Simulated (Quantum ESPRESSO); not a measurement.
# The valence band of Al2Pt as photoemission sees it, part 3 of 21

Aim: the valence spectrum of Al2Pt from He I to hard X-rays, and which orbitals make each feature.

Quantum ESPRESSO 7.5; DFT, PBEsol, plane waves, ultrasoft GBRV pseudopotentials, scalar-relativistic (the session's first sound run).

So far. Step 2 (The base run: self-consistent run): The run ends at a pressure of -1.42 GPa.

The database entry behind the starting cell differs from later determinations by our own check (0.1 to 0.3 % short, probably kX units), so it need not match the best structure at ambient conditions.

## 4. Projected DOS and spectra

projwfc.x splits the states by atom and shell, which the spectra need, since each shell has its own cross section.

projwfc.in

```
&projwfc
  prefix = 'pes'
  outdir = './tmp'
  filpdos = 'pes'
  ngauss = 0
  degauss = 0.00735
  DeltaE = 0.05
  Emin = -18.98
  Emax = 23.02
/
```

The run is started by

```
$ OMP_NUM_THREADS=1 mpirun -n 4 projwfc.x -nk 4 -in projwfc.in > projwfc.out
```

Output:

```text
[banner, memory and clock lines left out]
Program PROJWFC v.7.5 starts

          URL

     ./tmp/pes.save/

     IMPORTANT: XC functional enforced from input :
     Exchange-correlation= PBESOL
                           (   1   4  10   8   0   0   0)
     Any further DFT definition will be discarded
     Please, verify this is what you really want

     G-vector sticks info

     negative rho (up, down):  1.707E-01 0.000E+00

     Gaussian broadening (read from input): ngauss,degauss=   0    0.007350

     Calling projwave ....

  Problem Sizes
  natomwfc =           20
  nbnd     =           21
  nkstot   =          145
  npwx     =         1524
  nkb      =           36

     Atomic states used for projection
     (read from pseudopotential files):

     state #   1: atom   1 (Pt ), wfc  1 (l=1 m= 1)
     state #   2: atom   1 (Pt ), wfc  1 (l=1 m= 2)
     state #   3: atom   1 (Pt ), wfc  1 (l=1 m= 3)
     state #   4: atom   1 (Pt ), wfc  2 (l=2 m= 1)
     state #   5: atom   1 (Pt ), wfc  2 (l=2 m= 2)
     state #   6: atom   1 (Pt ), wfc  2 (l=2 m= 3)
     state #   7: atom   1 (Pt ), wfc  2 (l=2 m= 4)
     state #   8: atom   1 (Pt ), wfc  2 (l=2 m= 5)
     state #   9: atom   1 (Pt ), wfc  3 (l=0 m= 1)
     state #  10: atom   1 (Pt ), wfc  4 (l=1 m= 1)
     state #  11: atom   1 (Pt ), wfc  4 (l=1 m= 2)
     state #  12: atom   1 (Pt ), wfc  4 (l=1 m= 3)
     state #  13: atom   2 (Al ), wfc  1 (l=0 m= 1)
     state #  14: atom   2 (Al ), wfc  2 (l=1 m= 1)
     state #  15: atom   2 (Al ), wfc  2 (l=1 m= 2)
     state #  16: atom   2 (Al ), wfc  2 (l=1 m= 3)
     state #  17: atom   3 (Al ), wfc  1 (l=0 m= 1)
     state #  18: atom   3 (Al ), wfc  2 (l=1 m= 1)
     state #  19: atom   3 (Al ), wfc  2 (l=1 m= 2)
     state #  20: atom   3 (Al ), wfc  2 (l=1 m= 3)

 k =   0.0000000000  0.0000000000  0.0000000000
==== e(   1) =   -42.15216 eV ====
     psi = 0.331*[#   1]+0.331*[#   2]+0.331*[#   3]
    |psi|^2 = 1.000
==== e(   2) =   -42.15216 eV ====
     psi = 0.331*[#   1]+0.331*[#   2]+0.331*[#   3]
    |psi|^2 = 1.000
==== e(   3) =   -42.15216 eV ====
     psi = 0.331*[#   1]+0.331*[#   2]+0.331*[#   3]
    |psi|^2 = 1.000
==== e(   4) =     0.75669 eV ====
     psi = 0.390*[#   9]+0.302*[#  13]+0.302*[#  17]
    |psi|^2 = 0.993
==== e(   5) =     5.94440 eV ====
     psi = 0.268*[#   5]+0.268*[#   6]+0.268*[#   8]+0.032*[#  14]+0.032*[#  15]
          +0.032*[#  16]+0.032*[#  18]+0.032*[#  19]+0.032*[#  20]
    |psi|^2 = 0.999
==== e(   6) =     5.94440 eV ====
     psi = 0.268*[#   5]+0.268*[#   6]+0.268*[#   8]+0.032*[#  14]+0.032*[#  15]
          +0.032*[#  16]+0.032*[#  18]+0.032*[#  19]+0.032*[#  20]
    |psi|^2 = 0.999
==== e(   7) =     5.94440 eV ====
     psi = 0.268*[#   5]+0.268*[#   6]+0.268*[#   8]+0.032*[#  14]+0.032*[#  15]
          +0.032*[#  16]+0.032*[#  18]+0.032*[#  19]+0.032*[#  20]
    |psi|^2 = 0.999
==== e(   8) =     7.31833 eV ====
     psi = 0.492*[#   4]+0.492*[#   7]
    |psi|^2 = 0.985
==== e(   9) =     7.31833 eV ====
     psi = 0.492*[#   4]+0.492*[#   7]
    |psi|^2 = 0.985
==== e(  10) =    13.92955 eV ====
     psi = 0.493*[#  13]+0.493*[#  17]
    |psi|^2 = 0.985
==== e(  11) =    14.84165 eV ====
     psi = 0.315*[#  10]+0.315*[#  11]+0.315*[#  12]
    |psi|^2 = 0.947
==== e(  12) =    14.84165 eV ====
     psi = 0.315*[#  10]+0.315*[#  11]+0.315*[#  12]
    |psi|^2 = 0.947
==== e(  13) =    14.84165 eV ====
     psi = 0.315*[#  10]+0.315*[#  11]+0.315*[#  12]
    |psi|^2 = 0.947
==== e(  14) =    16.41887 eV ====
     psi = 0.134*[#  14]+0.134*[#  15]+0.134*[#  16]+0.134*[#  18]+0.134*[#  19]
          +0.134*[#  20]+0.064*[#   5]+0.064*[#   6]+0.064*[#   8]
    |psi|^2 = 0.994
==== e(  15) =    16.41887 eV ====
     psi = 0.134*[#  14]+0.134*[#  15]+0.134*[#  16]+0.134*[#  18]+0.134*[#  19]
          +0.134*[#  20]+0.064*[#   5]+0.064*[#   6]+0.064*[#   8]
    |psi|^2 = 0.994
==== e(  16) =    16.41887 eV ====
     psi = 0.134*[#  14]+0.134*[#  15]+0.134*[#  16]+0.134*[#  18]+0.134*[#  19]
          +0.134*[#  20]+0.064*[#   5]+0.064*[#   6]+0.064*[#   8]
    |psi|^2 = 0.994
[...]
psi = 0.161*[#  14]+0.161*[#  15]+0.161*[#  16]+0.161*[#  18]+0.161*[#  19]
          +0.161*[#  20]+0.001*[#   1]+0.001*[#   2]+0.001*[#   3]
[...]
psi = 0.161*[#  14]+0.161*[#  15]+0.161*[#  16]+0.161*[#  18]+0.161*[#  19]
          +0.161*[#  20]+0.001*[#   1]+0.001*[#   2]+0.001*[#   3]
[...]
psi = 0.161*[#  14]+0.161*[#  15]+0.161*[#  16]+0.161*[#  18]+0.161*[#  19]
          +0.161*[#  20]+0.001*[#   1]+0.001*[#   2]+0.001*[#   3]
[...]
psi = 0.301*[#   9]+0.121*[#  13]+0.121*[#  17]
[...]
psi = 0.007*[#   4]+0.007*[#   7]
[...]
k =   0.0441941738  0.0441941738 -0.0441941738
[...]
psi = 0.331*[#   1]+0.331*[#   2]+0.331*[#   3]
[...]
psi = 0.331*[#   1]+0.331*[#   2]+0.331*[#   3]
[...]
psi = 0.331*[#   1]+0.331*[#   2]+0.331*[#   3]
[...]
psi = 0.368*[#   9]+0.285*[#  13]+0.285*[#  17]+0.008*[#  10]+0.008*[#  11]
          +0.008*[#  12]+0.005*[#  14]+0.005*[#  15]+0.005*[#  16]+0.005*[#  18]
          +0.005*[#  19]+0.005*[#  20]
[...]
psi = 0.266*[#   5]+0.266*[#   6]+0.266*[#   8]+0.032*[#  14]+0.032*[#  15]
          +0.032*[#  16]+0.032*[#  18]+0.032*[#  19]+0.032*[#  20]+0.005*[#  13]
          +0.005*[#  17]
[...]
psi = 0.269*[#   5]+0.269*[#   6]+0.269*[#   8]+0.032*[#  14]+0.032*[#  15]
          +0.032*[#  16]+0.032*[#  18]+0.032*[#  19]+0.032*[#  20]
[...]
psi = 0.269*[#   5]+0.269*[#   6]+0.269*[#   8]+0.032*[#  14]+0.032*[#  15]
          +0.032*[#  16]+0.032*[#  18]+0.032*[#  19]+0.032*[#  20]
[...]
psi = 0.491*[#   4]+0.491*[#   7]
[...]
psi = 0.491*[#   4]+0.491*[#   7]
[...]
psi = 0.314*[#  13]+0.314*[#  17]+0.070*[#  10]+0.070*[#  11]+0.070*[#  12]
          +0.017*[#   5]+0.017*[#   6]+0.017*[#   8]+0.015*[#   9]+0.012*[#  14]
          +0.012*[#  15]+0.012*[#  16]+0.012*[#  18]+0.012*[#  19]+0.012*[#  20]

[...]
psi = 0.170*[#  13]+0.170*[#  17]+0.158*[#  10]+0.158*[#  11]+0.158*[#  12]
          +0.038*[#   9]+0.017*[#  14]+0.017*[#  15]+0.017*[#  16]+0.017*[#  18]
          +0.017*[#  19]+0.017*[#  20]+0.004*[#   5]+0.004*[#   6]+0.004*[#   8]

[...]
psi = 0.278*[#  10]+0.278*[#  11]+0.278*[#  12]+0.016*[#  14]+0.016*[#  15]
          +0.016*[#  16]+0.016*[#  18]+0.016*[#  19]+0.016*[#  20]+0.008*[#   5]
[...]
k =   0.1325825215  0.1325825215 -0.1325825215
[...]
psi = 0.331*[#   1]+0.331*[#   2]+0.331*[#   3]
[...]
psi = 0.331*[#   1]+0.331*[#   2]+0.331*[#   3]
[...]
+0.030*[#  19]+0.030*[#  20]
[...]
+0.031*[#  20]+0.004*[#  10]+0.004*[#  11]+0.004*[#  12]
[...]
+0.007*[#   7]
[...]
+0.007*[#   7]
[...]
+0.004*[#  20]
[...]
+0.004*[#  20]
[...]
+0.023*[#   6]+0.023*[#   8]
[...]
+0.023*[#   6]+0.023*[#   8]
[...]
+0.003*[#   6]+0.003*[#   8]
[...]
+0.011*[#   8]
[...]
+0.011*[#   8]
[...]
+0.008*[#  20]+0.002*[#   4]+0.002*[#   7]
[...]
+0.008*[#  20]+0.002*[#   4]+0.002*[#   7]
[...]
k =   0.1767766953  0.1767766953 -0.1767766953
[...]
+0.001*[#  20]
[...]
+0.001*[#  12]
[...]
+0.001*[#  12]
[...]
+0.032*[#  20]+0.012*[#  10]+0.012*[#  11]+0.012*[#  12]
[...]
k =   0.2209708691  0.2209708691 -0.2209708691
[...]
+0.001*[#  19]+0.001*[#  20]
[...]
+0.001*[#  19]+0.001*[#  20]
[...]
k =   0.2651650429  0.2651650429 -0.2651650429
[...]
k =   0.3093592168  0.3093592168 -0.3093592168
[...]
k =  -0.3535533906 -0.3535533906  0.3535533906
[...]
+0.063*[#  18]+0.063*[#  19]+0.063*[#  20]
[...]
k =   0.0883883476  0.0000000000  0.0000000000
[...]
psi = 0.331*[#   1]+0.331*[#   2]+0.331*[#   3]
[...]
psi = 0.331*[#   1]+0.331*[#   2]+0.331*[#   3]
[...]
psi = 0.331*[#   1]+0.331*[#   2]+0.331*[#   3]
[...]
+0.002*[#  18]+0.002*[#  19]+0.002*[#  20]
[...]
psi = 0.493*[#   4]+0.493*[#   7]
[...]
psi = 0.007*[#   4]+0.007*[#   7]
[...]
k =   0.1325825215  0.0441941738 -0.0441941738
[...]
psi = 0.331*[#   1]+0.331*[#   2]+0.331*[#   3]
[...]
psi = 0.331*[#   1]+0.331*[#   2]+0.331*[#   3]
[...]
psi = 0.331*[#   1]+0.331*[#   2]+0.331*[#   3]
[...]
+0.003*[#  18]+0.003*[#  19]+0.003*[#  20]
[...]
psi = 0.491*[#   4]+0.491*[#   7]
[...]
+0.004*[#  18]+0.004*[#  19]+0.004*[#  20]
[...]
k =   0.1767766953  0.0883883476 -0.0883883476
[...]
psi = 0.331*[#   1]+0.331*[#   2]+0.331*[#   3]
[...]
psi = 0.331*[#   1]+0.331*[#   2]+0.331*[#   3]
[...]
k =   0.2209708691  0.1325825215 -0.1325825215
[...]
psi = 0.330*[#   1]+0.330*[#   2]+0.330*[#   3]
[...]
+0.001*[#   1]+0.001*[#   2]+0.001*[#   3]
[...]
+0.009*[#  20]+0.001*[#   4]+0.001*[#   7]
[...]
k =   0.2651650429  0.1767766953 -0.1767766953
[...]
+0.002*[#   1]+0.002*[#   2]+0.002*[#   3]
[...]
k =   0.3093592168  0.2209708691 -0.2209708691
[...]
+0.001*[#   1]+0.001*[#   2]+0.001*[#   3]
[...]
+0.002*[#   1]+0.002*[#   2]+0.002*[#   3]
[...]
k =   0.3535533906  0.2651650429 -0.2651650429
[...]
+0.002*[#   2]+0.002*[#   3]+0.001*[#   9]
[...]
+0.002*[#   1]+0.002*[#   2]+0.002*[#   3]
[...]
k =  -0.3093592168 -0.3977475644  0.3977475644
[...]
k =  -0.2651650429 -0.3535533906  0.3535533906
[...]
+0.029*[#   8]+0.002*[#  10]+0.002*[#  11]+0.002*[#  12]
[...]
k =  -0.2209708691 -0.3093592168  0.3093592168
[...]
+0.002*[#   2]+0.002*[#   3]+0.001*[#   9]
[...]
+0.029*[#  14]+0.029
[... cut ...]
[...]
+0.009*[#  16]+0.009*[#  18]+0.009*[#  19]+0.009*[#  20]
[...]
+0.002*[#   1]+0.002*[#   2]+0.002*[#   3]
[...]
k =  -0.0883883476 -0.4419417382  0.6187184335
[...]
+0.002*[#  17]
[...]
+0.004*[#   7]
[...]
+0.038*[#  12]+0.007*[#   5]+0.007*[#   6]+0.007*[#   8]
[...]
+0.002*[#  17]+0.001*[#   5]+0.001*[#   6]+0.001*[#   8]
[...]
+0.001*[#   1]+0.001*[#   2]+0.001*[#   3]
[...]
k =  -0.0441941738 -0.3977475644  0.5745242597
[...]
+0.002*[#  20]
[...]
+0.002*[#  20]
[...]
+0.003*[#   7]+0.001*[#   1]+0.001*[#   2]+0.001*[#   3]
[...]
+0.006*[#  11]+0.006*[#  12]
[...]
+0.001*[#  13]+0.001*[#  17]
[...]
+0.026*[#  20]+0.005*[#   9]
[...]
+0.033*[#  19]+0.033*[#  20]
[...]
+0.005*[#   8]
[...]
+0.013*[#   4]+0.013*[#   7]
[...]
+0.001*[#   4]+0.001*[#   7]
[...]
+0.002*[#   6]+0.002*[#   8]
[...]
psi = 0.126*[#  14]+0.126*[#  15]+0.126*[#  16]+0.126*[#  18]+0.126*[#  19]
[...]
+0.006*[#  12]+0.002*[#   5]+0.002*[#   6]+0.002*[#   8]
    |psi|^2 = 0.903
==== e(  18) =    21.75326 eV ====
     psi = 0.089*[#  14]+0.089*[#  15]+0.089*[#  16]+0.089*[#  18]+0.089*[#  19]
[...]
+0.030*[#  12]+0.007*[#   5]+0.007*[#   6]+0.007*[#   8]
    |psi|^2 = 0.817
==== e(  19) =    22.35378 eV ====
     psi = 0.063*[#  10]+0.063*[#  11]+0.063*[#  12]+0.022*[#  14]+0.022*[#  15]
          +0.022*[#  16]+0.022*[#  18]+0.022*[#  19]+0.022*[#  20]+0.017*[#  13]
          +0.017*[#  17]+0.013*[#   9]+0.002*[#   5]+0.002*[#   6]+0.002*[#   8]
          +0.002*[#   4]+0.002*[#   7]+0.001*[#   1]+0.001*[#   2]+0.001*[#   3]

    |psi|^2 = 0.383
==== e(  20) =    23.54670 eV ====
     psi = 0.052*[#  13]+0.052*[#  17]+0.040*[#  10]+0.040*[#  11]+0.040*[#  12]
          +0.022*[#  14]+0.022*[#  15]+0.022*[#  16]+0.022*[#  18]+0.022*[#  19]
          +0.022*[#  20]+0.001*[#   5]+0.001*[#   6]+0.001*[#   8]
    |psi|^2 = 0.362
==== e(  21) =    24.37657 eV ====
     psi = 0.016*[#  14]+0.016*[#  15]+0.016*[#  16]+0.016*[#  18]+0.016*[#  19]
          +0.016*[#  20]+0.008*[#  10]+0.008*[#  11]+0.008*[#  12]+0.002*[#  13]
          +0.002*[#  17]
    |psi|^2 = 0.125

 k =   0.0000000000 -0.3535533906  0.5303300859
==== e(   1) =   -42.15441 eV ====
     psi = 0.327*[#   1]+0.327*[#   2]+0.327*[#   3]+0.002*[#  13]+0.002*[#  17]
          +0.002*[#  14]+0.002*[#  15]+0.002*[#  16]+0.002*[#  18]+0.002*[#  19]
          +0.002*[#  20]
    |psi|^2 = 1.000
==== e(   2) =   -42.15404 eV ====
     psi = 0.327*[#   1]+0.327*[#   2]+0.327*[#   3]+0.002*[#  13]+0.002*[#  14]
          +0.002*[#  15]+0.002*[#  16]+0.002*[#  17]+0.002*[#  18]+0.002*[#  19]
          +0.002*[#  20]
    |psi|^2 = 1.000
==== e(   3) =   -42.15307 eV ====
     psi = 0.328*[#   1]+0.328*[#   2]+0.328*[#   3]+0.002*[#  14]+0.002*[#  15]
          +0.002*[#  16]+0.002*[#  18]+0.002*[#  19]+0.002*[#  20]+0.001*[#  10]
          +0.001*[#  11]+0.001*[#  12]
    |psi|^2 = 1.000
==== e(   4) =     3.97324 eV ====
     psi =
```

The job ended after 1.4 s (4 MPI ranks of Arm Neoverse V1, shared host; 5.6 s of CPU time).

Numbers from this step:

- zero of energy: Fermi level
- share of occupied states in no projected shell: 0.0048 of the occupied states in the window
- DOS at the Fermi level: 1.111 states/eV/cell

The DOS has structure finer than the step of the table below, so its rows give means over 1 eV, whole bins alone (the curve runs from -11.9 to 8.97 eV). Peaks (eV: height): total -6.0: 5.32, -4.8: 6.66, -3.5: 6.72, 3.6: 2.98; Pt 5d -6.0: 2.27, -4.8: 5.12, -3.5: 6.04; Al 3p -4.8: 1.35, 3.6: 0.977, 6.5: 1.55, 7.2: 1.22; Pt 6p -6.0: 1.05, 0.3: 0.415, 3.6: 0.187, 8.4: 0.416; Al 3s -6.0: 1.35, 3.6: 1.09, 5.2: 0.464.

The DOS by E, zero at the Fermi level; means over each step; values in states/eV/cell:

```tsv
E (eV)	total	Pt 5d	Al 3p	Pt 6p	Al 3s	Pt 6s
-11	1.0e-5	0	0	0	6.0e-6	3.8e-6
-10	0.147	2.6e-4	0.0242	0.0187	0.0625	0.0408
-9	0.401	0.00636	0.115	0.0765	0.121	0.0799
-8	0.705	0.0548	0.245	0.112	0.174	0.115
-7	0.599	0.0930	0.197	0.0945	0.132	0.0790
-6	2.09	0.963	0.304	0.328	0.464	0.0202
-5	3.08	2.24	0.665	0.0812	0.0618	0.0324
-4	4.31	3.57	0.464	0.0750	0.0329	0.139
-3	2.01	1.48	0.213	0.165	0.0493	0.0898
-2	0.893	0.277	0.284	0.211	0.0508	0.0642
-1	1.16	0.264	0.482	0.308	0.0555	0.0429
0	1.18	0.192	0.548	0.345	0.0527	0.0272
1	0.874	0.0894	0.427	0.297	0.0349	0.0154
2	0.378	0.0314	0.154	0.158	0.0200	0.00791
3	0.857	0.118	0.202	0.101	0.347	0.0456
4	1.60	0.141	0.545	0.0913	0.552	0.134
5	1.52	0.128	0.761	0.0637	0.305	0.121
6	2.22	0.137	1.32	0.0972	0.207	0.237
7	1.93	0.0603	1.08	0.145	0.138	0.204
8	1.63	0.0334	0.714	0.271	0.125	0.0828
```

This run's widths, added to any smearing of the DOS itself: Gaussian 0.6 eV, Lorentzian 0.1 eV plus 0.08 an eV of depth. The intensity by binding energy, zero at the Fermi level; values in % of the maximum within 13 eV:

```tsv
binding energy (eV)	21.2 eV	40.8 eV	150 eV	1486.7 eV	5414.7 eV
-1.0	0.856	0.833	1.13	0.842	0.850
-0.5	1.48	1.41	2.34	1.42	1.45
0.0	5.54	5.04	11.0	5.08	5.24
0.5	10.4	9.52	20.3	9.60	9.92
1.0	11.2	10.4	20.2	10.5	10.8
1.5	11.5	10.8	18.9	11.0	11.4
2.0	13.7	13.1	19.4	13.4	13.8
2.5	20.6	20.0	24.8	20.4	20.7
3.0	46.7	46.3	48.9	46.5	46.8
3.5	92.6	92.5	91.9	92.5	92.6
4.0	92.0	92.1	94.1	92.0	92.0
4.5	75.8	76.0	81.9	75.8	75.6
5.0	60.8	60.8	69.4	60.7	60.3
5.5	37.7	37.1	48.6	37.7	37.4
6.0	30.0	28.9	43.7	30.0	29.7
6.5	15.6	14.9	25.6	15.7	15.7
7.0	8.09	7.59	16.5	8.31	8.52
7.5	5.70	5.23	14.5	6.01	6.31
8.0	4.22	3.77	12.7	4.55	4.89
8.5	2.98	2.57	10.0	3.27	3.58
9.0	2.13	1.79	7.70	2.39	2.66
9.5	1.55	1.29	5.73	1.79	2.00
10.0	1.11	0.946	3.82	1.29	1.43
10.5	0.782	0.697	2.22	0.875	0.945
11.0	0.587	0.542	1.35	0.630	0.664
11.5	-	0.445	0.954	0.497	0.517
```

Maxima picked by a test of local sharpness, so broad peaks and shoulders can be missing; peaks within 0.45 eV of a curve's cut are left out. Valence peaks, by row:

```tsv
photon energy (eV)	binding energy (eV)	height (% of the maximum within 13 eV)	main shell	its share (%)
21.2	3.703	100	Pt 5d	99.1
40.8	3.703	100	Pt 5d	99.34
150	3.753	100	Pt 5d	89.72
150	0.7028	21.05	Al 3p	48.51
1487	3.703	100	Pt 5d	98.89
5415	3.703	100	Pt 5d	98.28
```

Shapes are the site's partial DOS without matrix elements, which overweights lines from ligand s bands. The intensity by emission energy less the core level's binding energy, zero at the Fermi level; read off at these points; values in % of the unpolarised maximum:

```tsv
emission energy less the core level's binding energy (eV)	Pt L-beta5	Al K-beta	Al L2,3
-11.50	15.3	2.64	1.89
-11.00	17.3	3.58	3.05
-10.50	19.8	5.33	6.21
-10.00	22.8	8.69	13.2
-9.50	26.4	13.9	19.6
-9.00	30.7	20.3	24.2
-8.50	36.0	27.6	28.7
-8.00	42.2	34.8	34.0
-7.50	49.6	38.1	35.2
-7.00	58.1	37.9	33.7
-6.50	67.5	41.5	45.4
-6.00	77.1	54.3	98.8
-5.93	78.5	55.9	98.9
-5.50	86.3	65.9	50.0
-5.00	93.9	93.5	21.3
-4.73	97.0	99.7	14.9
-4.50	98.8	93.5	11.7
-4.13	100.0	81.2	10.8
-4.00	99.9	77.3	10.7
-3.50	96.9	57.7	9.54
-3.00	90.5	46.6	12.7
-2.50	81.8	45.0	10.9
-2.00	72.2	51.7	11.8
-1.50	62.8	63.4	12.8
-1.00	54.2	76.1	13.0
-0.63	48.4	82.6	12.8
-0.50	46.5	81.7	13.0
0.00	39.8	48.1	7.20
0.50	34.0	12.9	0.593
1.00	29.1	6.14	0.451
```

The spectra weight each projected shell by its atomic cross section (Dirac–Hartree–Slater) and angular factor, for linear light with the analyser at 0° from the polarisation. Broadening, on top of any smearing of the DOS itself: a Gaussian of 0.6 eV and a Lorentzian of 0.1 eV plus 0.08 times the binding energy (full widths), Fermi edge at 300 K. Curves are cut 10 eV under the photon energy, above any shell that the free atom's threshold puts out of reach, or at the lower edge of the window: 11.2 eV at 21.2 eV, 12 eV at 40.8 eV, 12 eV at 150 eV, 12 eV at 1486.7 eV and 12 eV at 5414.7 eV. Dipole terms alone, which is rough above 3 keV; no background, satellites or final-state effects.

How the area divides among the shells (%):

```tsv
shell	21.2 eV	40.8 eV	150 eV	1486.7 eV	5414.7 eV
Pt 6p	2.6	0.4	0.3	0.7	1.5
Pt 5d	95.0	97.0	68.3	95.1	93.9
Pt 6s	0.2	0.0	1.3	1.1	2.5
Al 3s	1.7	1.2	12.1	2.6	2.0
Al 3p	0.5	1.4	18.1	0.5	0.1
```

Cross sections used, in Mb an electron:

```tsv
shell	21.2 eV	40.8 eV	150 eV	1486.7 eV	5414.7 eV
Pt 6p	0.19	0.039	0.0016	8.0e-5	8.1e-6
Pt 5d	3.6	3.1	0.023	0.0022	1.1e-4
Pt 6s	0.067	0.012	0.0059	2.6e-4	2.9e-5
Al 3s	0.15	0.15	0.028	3.5e-4	1.3e-5
Al 3p	0.070	0.10	0.018	4.0e-5	4.4e-7
```

At the Fermi level the DOS is 1.11 states/eV a cell, and on the broadened curves Al 3p holds 46 % of the total there.

(Continued in part 4 of 21.)

[Logs are printed without paths, hosts, clocks, repeated set-up lines and the standing remarks that a program may print on its own settings, such as how far it seeks lower states.]

[Hosts, paths, dates, database ids (printed as entryN), source tags and the programs' standing remarks are cut or masked in the printed files.]

[Maps of the electrostatic potential energy from Ansatz leave out the sawtooth potential of an applied field or a dipole correction, so their vacuum need not be flat; work functions include it.]

[Peak lists hold at most the 14 tallest peaks of each spectrum; further lines can be left out.]
